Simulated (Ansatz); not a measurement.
# Cl on W(110): change of the work function, part 3 of 5

Aim: the work function of W(110) at several coverages of Cl (longbridge site), and the dipole that each adsorbate carries.

Ansatz 0.2.0; plane-wave DFT, PBE, Ansatz PAW.

So far, work function, upper face (eV): step 2 (the clean slab) 4.84; step 3 (17 atoms, coverage 0.25 ML, cell 2x2) 4.34.

### 4. Adsorbate added, k-mesh 6×6×1, coverage 0.5 ML

System of this step: W8Cl (Cl/W(110)). The cell holds 18 atoms: 16 W and 2 Cl. Cell: a = 5.473 Å, b = 5.473 Å, c = 26.977 Å, α = 90.0°, β = 90.0°, γ = 70.5°. Vacuum lies along c.

Another coverage, to see how the dipoles act on each other as their distance changes.

input.yaml reads:

```yaml
crystal:
  lattice:
    - [4.468914857, -3.16, 0.0]
    - [4.468914857, 3.16, 0.0]
    - [0.0, 0.0, 26.9765884158]
  atoms:
    - { symbol: W, position: [0.0, 0.0, 0.3336226161] }
    - { symbol: W, position: [0.25, 0.25, 0.4164521197] }
    - { symbol: W, position: [0.0, 0.0, 0.5006857237] }
    - { symbol: W, position: [0.25, 0.25, 0.5819476258] }
    - { symbol: W, position: [0.0, 0.5, 0.3336226161] }
    - { symbol: W, position: [0.25, 0.75, 0.4164521197] }
    - { symbol: W, position: [0.0, 0.5, 0.5006857237] }
    - { symbol: W, position: [0.25, 0.75, 0.5819476258] }
    - { symbol: W, position: [0.5, 0.0, 0.3336226161] }
    - { symbol: W, position: [0.75, 0.25, 0.4164521197] }
    - { symbol: W, position: [0.5, 0.0, 0.5006857237] }
    - { symbol: W, position: [0.75, 0.25, 0.5819476258] }
    - { symbol: W, position: [0.5, 0.5, 0.3336226161] }
    - { symbol: W, position: [0.75, 0.75, 0.4164521197] }
    - { symbol: W, position: [0.5, 0.5, 0.5006857237] }
    - { symbol: W, position: [0.75, 0.75, 0.5819476258] }
    - { symbol: Cl, position: [0.0, 0.0, 0.6663773839] }
    - { symbol: Cl, position: [0.5, 0.5, 0.6663773839] }
kpoints:
  mp_grid: { grid: [6, 6, 1] }
hamiltonian:
  xc: pbe
scf:
  occupations: { method: fermi_dirac, width: 0.1 }
  convergence: { dr2_threshold: 1.0e-08 }
efield:
  axis: 3
  dipole_correction: true
  ramp_position: 0.97
  ramp_width: 0.06
relax:
  f_tol: 0.02
  max_steps: 60
  constraints: [{ sites: [0, 1, 4, 5, 8, 9, 12, 13] }]
output:
  bader: true
  dos: { projected: true, e_range: [-8, 4] }
  write_potential: true
  write_density: true
  volumetric_format: npy
```

On the command line:

```
ansatz run input.yaml --threads 4 --pin off --max-ram 6144MiB --backend cpu --events-out ev --progress --plain --runs-dir out
```

Standard output:

```text
[...]
Crystal: 18 atoms, lattice volume = 761.914 Å³
Basis set: ecut = 420 eV, 14911 PW (Γ), exchange–correlation on 80×80×384 points (8 copies of the dense FFT grid, shifted against one another)
Bands: 143, of which v1, the nominal top of the filled ones, is band 119 counted from 1 (118 counted from 0)
Symmetry: 8 space group operations
[...]
k-points: 13 of 36
[...]
SCF iter   1: F=—  HF=-168308.749530 eV  |F-HF|=—  |Δ(HF+E_count)|=         —  Δρ=9.50e-3  dr2=9.34e0  ethr=1.77e-3  p=-0.092 e·Å  D=-2.18e-2 V/Å  ΔV_dip=0.59 eV  dr2_dipole=6.45e-1  V_vac-E_F(+/−)=5.56/4.97 eV  ⟨swp⟩=9.5  Hψ=9479  notcnv=0
[...]
SCF iter  10: F=-168308.355984 eV  HF=-168308.355984 eV  |F-HF|=1.32e-8  |Δ(HF+E_count)|=   3.05e-8  Δρ=4.04e-7  dr2=2.91e-9  ethr=4.20e-12  p=-0.042 e·Å  D=-1.00e-2 V/Å  ΔV_dip=0.27 eV  dr2_dipole=1.77e-10  V_vac-E_F(+/−)=5.19/4.92 eV  ⟨swp⟩=11.9  Hψ=14445  notcnv=0
SCF 1 converged in 10 iterations: F = -168308.355984 eV  dr2 = 2.91e-9
[...]
relax step   1: F+E_penalty+E_count = -168308.35598446 eV  Δ(F+E_penalty+E_count) = +0.000e0 eV  max|allowed force component| = 1.235e0 eV/Å  Δτ_max = 0.0000 Å  (10 SCF iters, accepted)
[...]
SCF iter  10: F=-168308.703273 eV  HF=-168308.703273 eV  |F-HF|=1.72e-8  |Δ(HF+E_count)|=   8.59e-8  Δρ=5.47e-7  dr2=3.57e-9  ethr=4.20e-12  p=0.097 e·Å  D=2.30e-2 V/Å  ΔV_dip=-0.62 eV  dr2_dipole=3.62e-10  V_vac-E_F(+/−)=4.29/4.91 eV  ⟨swp⟩=12.3  Hψ=14851  notcnv=0
SCF 2 converged in 10 iterations: F = -168308.703273 eV  dr2 = 3.57e-9
relax step   2: F+E_penalty+E_count = -168308.70327272 eV  Δ(F+E_penalty+E_count) = -3.473e-1 eV  max|allowed force component| = 2.064e-1 eV/Å  Δτ_max = 0.1947 Å  (10 SCF iters, accepted)
[...]
SCF iter   9: F=-168308.696965 eV  HF=-168308.696965 eV  |F-HF|=1.44e-8  |Δ(HF+E_count)|=   8.86e-8  Δρ=5.78e-7  dr2=6.77e-9  ethr=4.20e-12  p=0.109 e·Å  D=2.59e-2 V/Å  ΔV_dip=-0.70 eV  dr2_dipole=6.10e-10  V_vac-E_F(+/−)=4.22/4.91 eV  ⟨swp⟩=10.3  Hψ=15519  notcnv=0
SCF 3 converged in 9 iterations: F = -168308.696965 eV  dr2 = 6.77e-9
relax step   3: F+E_penalty+E_count = -168308.69696549 eV  Δ(F+E_penalty+E_count) = +6.307e-3 eV  max|allowed force component| = 2.847e-1 eV/Å  Δτ_max = 0.0968 Å  (9 SCF iters, rejected (line search))
SCF iter   1: F=—  HF=-168308.738031 eV  |F-HF|=—  |Δ(HF+E_count)|=         —  Δρ=3.11e-3  dr2=3.25e-1  ethr=1.24e-3  p=0.109 e·Å  D=2.59e-2 V/Å  ΔV_dip=-0.70 eV  dr2_dipole=6.55e-2  V_vac-E_F(+/−)=4.22/4.92 eV  ⟨swp⟩=4.1  Hψ=3548  notcnv=0
[...]
SCF iter  10: F=-168308.723757 eV  HF=-168308.723757 eV  |F-HF|=2.24e-9  |Δ(HF+E_count)|=   7.86e-9  Δρ=1.20e-7  dr2=2.26e-10  ethr=4.20e-12  p=0.102 e·Å  D=2.42e-2 V/Å  ΔV_dip=-0.65 eV  dr2_dipole=6.94e-13  V_vac-E_F(+/−)=4.26/4.91 eV  ⟨swp⟩=11.6  Hψ=13329  notcnv=0
SCF 4 converged in 10 iterations: F = -168308.723757 eV  dr2 = 2.26e-10
relax step   4: F+E_penalty+E_count = -168308.72375747 eV  Δ(F+E_penalty+E_count) = -2.048e-2 eV  max|allowed force component| = 1.678e-2 eV/Å  Δτ_max = 0.0423 Å  (10 SCF iters, accepted)
[...]
SCF converged after 10 iterations
Free energy (F): -168308.723757 eV
[...]
Internal energy: -168308.349021 eV  (E = F + TS)
E sigma→0 (E₀):  -168308.536389 eV
Entropy (-TS):   -0.374737 eV (-20.819 meV/atom)
Fermi energy:    5.178534 eV
Dipole field:    D = 0.024177 V/Å  (p = 0.101799 e·Å, saw-weighted, corrected)
Work function:   Φ+ = 4.2599 eV   Φ− = 4.9121 eV
[...]
--- Forces (eV/Å), atoms counted from 1 ---
  atom   1  W     -0.00000000    -0.00000000     0.22234389
  atom   2  W      0.00000000     0.00000000    -0.56002638
  atom   3  W      0.00000000    -0.00000000    -0.00961702
  atom   4  W      0.00000000    -0.00000000    -0.01677755
  atom   5  W     -0.00000000     0.00000000     0.42794736
  atom   6  W      0.00000000    -0.00000000    -0.06100113
  atom   7  W      0.00000000     0.00000000    -0.00056456
  atom   8  W     -0.00000000     0.00000000     0.00015251
  atom   9  W     -0.00000000     0.00000000     0.42794736
  atom  10  W      0.00000000    -0.00000000    -0.06100113
  atom  11  W      0.00000000     0.00000000    -0.00056456
  atom  12  W     -0.00000000     0.00000000     0.00015251
  atom  13  W     -0.00000000    -0.00000000     0.22234389
  atom  14  W      0.00000000     0.00000000    -0.56002638
  atom  15  W      0.00000000    -0.00000000    -0.00961702
  atom  16  W      0.00000000    -0.00000000    -0.01677755
  atom  17  Cl     0.00000000    -0.00000000    -0.00245956
  atom  18  Cl     0.00000000    -0.00000000    -0.00245956
  max |Σ_I F_I| component: 4.89e-6 eV/Å
--- Band table (eV; the first three rows and the last of 13) ---
  k-point 0: bands = [... 115 lower, 5.4182, 5.9105, 5.9246, 5.9249, 5.9633, 5.9982, 6.3147, 6.4868, ... 20 higher]
  k-point 1: bands = [... 115 lower, 5.1770, 5.3300, 5.3813, 5.6740, 5.8261, 6.0965, 6.1522, 6.4138, ... 20 higher]
  k-point 2: bands = [... 115 lower, 4.3259, 4.8478, 5.0922, 5.2848, 5.3892, 5.5299, 5.6738, 5.8052, ... 20 higher]
  k-point 12: bands = [... 115 lower, 4.2809, 4.3064, 4.4019, 4.4195, 4.5351, 4.6061, 4.7503, 4.9439, ... 20 higher]
--- Relaxed structure (4 steps of the walk, 3 accepted, 0 SCFs on fresh bases) ---
  F+E_penalty+E_count = -168308.72375747 eV   max|allowed force component| = 1.678e-2 eV/Å
  atoms:
    - { symbol: W, position: [0.0, 0.0, 0.333623] }
    - { symbol: W, position: [0.250000, 0.250000, 0.416452] }
    - { symbol: W, position: [2.399661e-19, 2.399661e-19, 0.499253] }
    - { symbol: W, position: [0.250000, 0.250000, 0.581519] }
    - { symbol: W, position: [-8.326673e-17, 0.5, 0.333623] }
    - { symbol: W, position: [0.250000, 0.75, 0.416452] }
    - { symbol: W, position: [-8.326673e-17, 0.5, 0.501731] }
    - { symbol: W, position: [0.250000, 0.75, 0.582724] }
    - { symbol: W, position: [0.5, -8.326673e-17, 0.333623] }
    - { symbol: W, position: [0.75, 0.250000, 0.416452] }
    - { symbol: W, position: [0.5, -8.326673e-17, 0.501731] }
    - { symbol: W, position: [0.75, 0.250000, 0.582724] }
    - { symbol: W, position: [0.500000, 0.500000, 0.333623] }
    - { symbol: W, position: [0.750000, 0.750000, 0.416452] }
    - { symbol: W, position: [0.500000, 0.500000, 0.499253] }
    - { symbol: W, position: [0.750000, 0.750000, 0.581519] }
    - { symbol: Cl, position: [1.466424e-18, 1.466424e-18, 0.657625] }
    - { symbol: Cl, position: [0.500000, 0.500000, 0.657625] }
--- Bader charges: 18 sites ---
  site symbol  charge [e]  shift [e]
     0      W     -0.0624     0.0000
     1      W      0.0589     0.0000
     2      W      0.0198     0.0000
     3      W      0.1463     0.0000
     4      W     -0.0518     0.0000
     5      W      0.0640     0.0000
     6      W      0.0976     0.0000
     7      W      0.2930     0.0005
     8      W     -0.0518     0.0000
     9      W      0.0640     0.0000
    10      W      0.0976     0.0000
    11      W      0.2930     0.0005
    12      W     -0.0624     0.0000
    13      W      0.0589     0.0000
    14      W      0.0198     0.0000
    15      W      0.1462     0.0000
    16     Cl     -0.5653     0.0005
    17     Cl     -0.5653     0.0005
  estimated error of the sums over rays = 6.4e-4 e
```

Wall time 4.3 min (4 threads of Arm Neoverse V1, shared host); peak memory 2.9 GiB; 17 min of CPU time.

Relaxation path:

| step | energy less that of the first step (eV) | largest force component (eV/Å) |
| --- | --- | --- |
| 1 | 0.0000 | 1.2346 |
| 2 | -0.3473 | 0.2064 |
| 3 | -0.3410 | 0.2847 |
| 4 | -0.3678 | 0.0168 |

Relaxation step 3 was tried and not accepted.

The run keeps the 8 symmetry operations that the program found, so distortions that break them were not tested.

The atoms that moved most (Å):

| atom | dx | dy | dz | length |
| --- | --- | --- | --- | --- |
| Cl18 | 0.000 | 0.000 | -0.236 | 0.236 |
| Cl17 | 0.000 | 0.000 | -0.236 | 0.236 |
| W3 | 0.000 | 0.000 | -0.039 | 0.039 |
| W15 | 0.000 | 0.000 | -0.039 | 0.039 |
| W11 | 0.000 | 0.000 | 0.028 | 0.028 |
| W7 | 0.000 | 0.000 | 0.028 | 0.028 |
| W8 | 0.000 | 0.000 | 0.021 | 0.021 |
| W12 | 0.000 | 0.000 | 0.021 | 0.021 |

Final coordinates:

```cif
data_structure
_symmetry_space_group_name_H-M 'P 1'
_symmetry_Int_Tables_number 1
_cell_length_a 5.4733
_cell_length_b 5.4733
_cell_length_c 26.9766
_cell_angle_alpha 90.000
_cell_angle_beta 90.000
_cell_angle_gamma 70.529
_cell_volume 761.91
loop_
_atom_site_label
_atom_site_type_symbol
_atom_site_fract_x
_atom_site_fract_y
_atom_site_fract_z
_atom_site_occupancy
W1 W 0.00000 0.00000 0.33362 1
W2 W 0.25000 0.25000 0.41645 1
W3 W 0.00000 0.00000 0.49925 1
W4 W 0.25000 0.25000 0.58152 1
W5 W 0.00000 0.50000 0.33362 1
W6 W 0.25000 0.75000 0.41645 1
W7 W 0.00000 0.50000 0.50173 1
W8 W 0.25000 0.75000 0.58272 1
W9 W 0.50000 0.00000 0.33362 1
W10 W 0.75000 0.25000 0.41645 1
W11 W 0.50000 0.00000 0.50173 1
W12 W 0.75000 0.25000 0.58272 1
W13 W 0.50000 0.50000 0.33362 1
W14 W 0.75000 0.75000 0.41645 1
W15 W 0.50000 0.50000 0.49925 1
W16 W 0.75000 0.75000 0.58152 1
Cl17 Cl 0.00000 0.00000 0.65763 1
Cl18 Cl 0.50000 0.50000 0.65763 1
```

Read from the output:

| Item | Value |
| --- | --- |
| energy at zero smearing | -168308.5364 eV |
| work function, upper face | 4.260 eV |
| work function, lower face | 4.912 eV |
| dipole along the normal | 0.1018 e·Å |
| step between the vacuum levels | -0.6522 eV |

The density of states has structure finer than the step of the table below, so its rows give means over 0.25 eV. Peaks (eV: height): -3.220: 26.5, -3.130: 29.7, -3.010: 30.7, -2.920: 25.7, -2.590: 29.3, -2.020: 27.5, 1.710: 24.9.

Density of states against energy, zero at the Fermi level; means over each step:

| energy (eV) | density of states (states/eV a cell) |
| --- | --- |
| -7.75 | 2.19 |
| -7.50 | 2.51 |
| -7.25 | 3.17 |
| -7.00 | 4.99 |
| -6.75 | 6.86 |
| -6.50 | 5.86 |
| -6.25 | 13.0 |
| -6.00 | 11.3 |
| -5.75 | 11.2 |
| -5.50 | 15.6 |
| -5.25 | 12.8 |
| -5.00 | 12.8 |
| -4.75 | 14.8 |
| -4.50 | 19.7 |
| -4.25 | 14.1 |
| -4.00 | 17.2 |
| -3.75 | 9.61 |
| -3.50 | 14.5 |
| -3.25 | 22.5 |
| -3.00 | 22.5 |
| -2.75 | 20.5 |
| -2.50 | 20.9 |
| -2.25 | 19.7 |
| -2.00 | 22.4 |
| -1.75 | 19.0 |
| -1.50 | 16.8 |
| -1.25 | 13.9 |
| -1.00 | 11.4 |
| -0.75 | 11.4 |
| -0.50 | 10.0 |
| -0.25 | 10.5 |
| 0.00 | 11.4 |
| 0.25 | 13.6 |
| 0.50 | 15.0 |
| 0.75 | 15.6 |
| 1.00 | 16.8 |
| 1.25 | 20.1 |
| 1.50 | 21.0 |

Projected DOS per atom over height of the atomic layer and energy from the Fermi level. Layers: W4 W4 W4 W4 Cl2 from below.

Values in states/eV, 22 rows by 5 columns, each cell a mean:
```
1.02 1.22 1.14 1.43 0.21
1.10 1.04 1.08 1.38 0.23
1.02 0.73 0.71 1.20 0.24
0.96 0.56 0.51 1.08 0.24
0.86 0.43 0.39 0.76 0.21
1.06 0.42 0.39 0.60 0.16
1.09 0.40 0.42 0.89 0.13
1.64 0.72 0.62 0.86 0.11
1.58 1.08 1.17 1.21 0.16
1.25 1.24 1.17 1.20 0.20
1.27 1.48 1.25 1.18 0.20
0.82 1.50 1.68 1.01 0.15
0.57 0.66 0.71 0.66 0.43
0.62 0.70 0.85 0.84 1.48
0.99 1.22 1.11 0.71 0.76
0.39 0.96 0.85 0.45 0.90
0.46 0.88 0.88 0.57 1.52
0.27 0.51 0.55 0.68 2.18
0.15 0.24 0.31 0.44 1.62
0.09 0.15 0.20 0.37 1.35
0.07 0.17 0.14 0.19 0.28
0.06 0.13 0.12 0.13 0.12
```
Columns: height of the atomic layer (Å) from 9 to 17.7 (not evenly spaced); rows upwards: energy from the Fermi level (eV) from -7.96 to 1.84.

The relaxation took 4 steps and lowered the energy by 0.37 eV; the largest force on the free atoms ends at 0.017 eV/Å.

The covered face has 4.26 eV, -0.58 eV against the clean one; the bare back face has moved by +0.01 eV, a measure of how thin the slab is.

### 5. Adsorbate added, k-mesh 12×12×1, coverage 1 ML

System of this step: W4Cl (Cl/W(110)). The cell holds 5 atoms: 4 W and 1 Cl. Its edges and angles: a = 2.737 Å, b = 2.737 Å, c = 26.977 Å, α = 90.0°, β = 90.0°, γ = 70.5°. Vacuum lies along c.

Another coverage, to see how the dipoles act on each other as their distance changes.

input.yaml, the sections that differ from step 4:

```yaml
crystal:
  lattice:
    - [2.2344574285, -1.58, 0.0]
    - [2.2344574285, 1.58, 0.0]
    - [0.0, 0.0, 26.9765884158]
  atoms:
    - { symbol: W, position: [0.0, 0.0, 0.3336226161] }
    - { symbol: W, position: [0.5, 0.5, 0.4164521197] }
    - { symbol: W, position: [0.0, 0.0, 0.5006857237] }
    - { symbol: W, position: [0.5, 0.5, 0.5819476258] }
    - { symbol: Cl, position: [0.0, 0.0, 0.6663773839] }
kpoints:
  mp_grid: { grid: [12, 12, 1] }
relax:
  f_tol: 0.02
  max_steps: 60
  constraints: [{ sites: [0, 1] }]
output:
  bader: true
  write_potential: true
  write_density: true
  volumetric_format: npy
# hamiltonian, scf, efield: as in step 4
```

Standard output:

```text
[...]
Crystal: 5 atoms, lattice volume = 190.479 Å³
Basis set: ecut = 420 eV, 3781 PW (Γ), exchange–correlation on 40×40×384 points (8 copies of the dense FFT grid, shifted against one another)
Bands: 38, of which v1, the nominal top of the filled ones, is band 32 counted from 1 (31 counted from 0)
Symmetry: 4 space group operations
[...]
- { symbol: W, position: [0.500000, 0.500000, 0.583101] }
    - { symbol: Cl, position: [3.130506e-18, 3.130506e-18, 0.657035] }
--- Bader charges: 5 sites ---
  site symbol  charge [e]  shift [e]
     0      W     -0.0638     0.0000
     1      W      0.0750     0.0000
     2      W      0.0347     0.0000
     3      W      0.4617     0.0006
     4     Cl     -0.5076     0.0006
  estimated error of the sums over rays = 4.6e-4 e
[key lines of the parts left out:]
SCF converged after 8 iterations
Free energy (F): -42616.567965 eV
Fermi energy:    5.627350 eV
Dipole field:    D = 0.012678 V/Å  (p = 0.013346 e·Å, saw-weighted, corrected)
Work function:   Φ+ = 4.5382 eV   Φ− = 4.8802 eV
```

The job ended after 51 s (4 threads; peak memory 0.67 GiB).

Relaxation path:

| step | energy less that of the first step (eV) | largest force component (eV/Å) |
| --- | --- | --- |
| 1 | 0.0000 | 1.2612 |
| 2 | -0.1961 | 0.6257 |
| 3 | -0.1996 | 0.3660 |
| 4 | -0.2152 | 0.0157 |

Forces are held to the 4 operations that the program found; a distortion that breaks them can't arise in this run.

The atoms that moved most (Å):

| atom | dx | dy | dz | length |
| --- | --- | --- | --- | --- |
| Cl5 | 0.000 | 0.000 | -0.252 | 0.252 |
| W4 | 0.000 | 0.000 | 0.031 | 0.031 |
| W3 | 0.000 | 0.000 | -0.018 | 0.018 |

Running mean over 2.234 Å of the planar mean; the ramp of the sawtooth is left out. The electron's electrostatic potential energy less the Fermi level by z:

| z (Å) | electron's electrostatic potential energy less the Fermi level (eV) |
| --- | --- |
| 3.5 | 4.88 |
| 4.0 | 4.88 |
| 4.5 | 4.88 |
| 5.0 | 4.87 |
| 5.5 | 4.84 |
| 6.0 | 4.73 |
| 6.5 | 4.39 |
| 7.0 | 3.27 |
| 7.5 | -0.149 |
| 8.0 | -5.77 |
| 8.5 | -10.5 |
| 9.0 | -12.2 |
| 9.5 | -12.5 |
| 10.0 | -12.5 |
| 10.5 | -12.7 |
| 11.0 | -12.7 |
| 11.5 | -12.7 |
| 12.0 | -12.6 |
| 12.5 | -12.6 |
| 13.0 | -12.7 |
| 13.5 | -12.7 |
| 14.0 | -12.7 |
| 14.5 | -12.7 |
| 15.0 | -12.8 |
| 15.5 | -13.1 |
| 16.0 | -13.3 |
| 16.5 | -12.7 |
| 17.0 | -10.4 |
| 17.5 | -7.11 |
| 18.0 | -5.00 |
| 18.5 | -2.64 |
| 19.0 | 0.969 |
| 19.5 | 3.65 |
| 20.0 | 4.38 |
| 20.5 | 4.51 |
| 21.0 | 4.53 |
| 21.5 | 4.54 |
| 22.0 | 4.54 |
| 22.5 | 4.54 |
| 23.0 | 4.54 |
| 23.5 | 4.54 |

The relaxation took 4 steps and lowered the energy by 0.22 eV; the largest force on the free atoms ends at 0.016 eV/Å.

The covered face has 4.54 eV, -0.31 eV against the clean one; the bare back face has moved by -0.02 eV, a measure of how thin the slab is.

### 6. Work function against coverage

This step: plane-wave DFT, PBE, Ansatz PAW; work function against coverage (Ansatz 0.2.0).

The runs are now put side by side.

Numbers from this step:

* work function of the clean face: 4.845 eV
* largest change of the work function: -0.5848 eV

Work function of the covered face against coverage:

| coverage (adsorbates/nm²) | work function of the covered face (eV) |
| --- | --- |
| 0.00 | 4.84 |
| 3.54 | 4.34 |
| 7.08 | 4.26 |
| 14.16 | 4.54 |

The dipole per adsorbate comes from the change of the cell's dipole. Coverage, by row:

| coverage (1/nm²) | coverage (ML) | work function (eV) | change (eV) | dipole per adsorbate, positive end outwards (debye) | mean height of the added atoms over the highest substrate atom (Å) |
| --- | --- | --- | --- | --- | --- |
| 3.541 | 0.25 | 4.341 | -0.5034 | 0.372 | 1.952 |
| 7.081 | 0.5 | 4.26 | -0.5848 | 0.224 | 2.021 |
| 14.16 | 1 | 4.538 | -0.3065 | 0.054 | 1.994 |

(Part 3 of 5 ends here.)

[Long decimals in the printed logs are rounded to 6 places.]

[Logs are printed without paths, hosts, clocks, repeated set-up lines and the standing remarks that a program may print on its own settings, such as how far it seeks lower states.]

[Hosts, paths, dates, database ids (printed as entryN), source tags and the programs' standing remarks are cut or masked in the printed files.]

[Maps of the electrostatic potential energy from Ansatz leave out the sawtooth potential of an applied field or a dipole correction, so their vacuum need not be flat; planar profiles and work functions include it.]

[The density of states shown here was stored with 400 of the rows of the run's finer table, so its peaks can read low, often by over a quarter, or be missed, and its means over a window can be off by a tenth or more.]
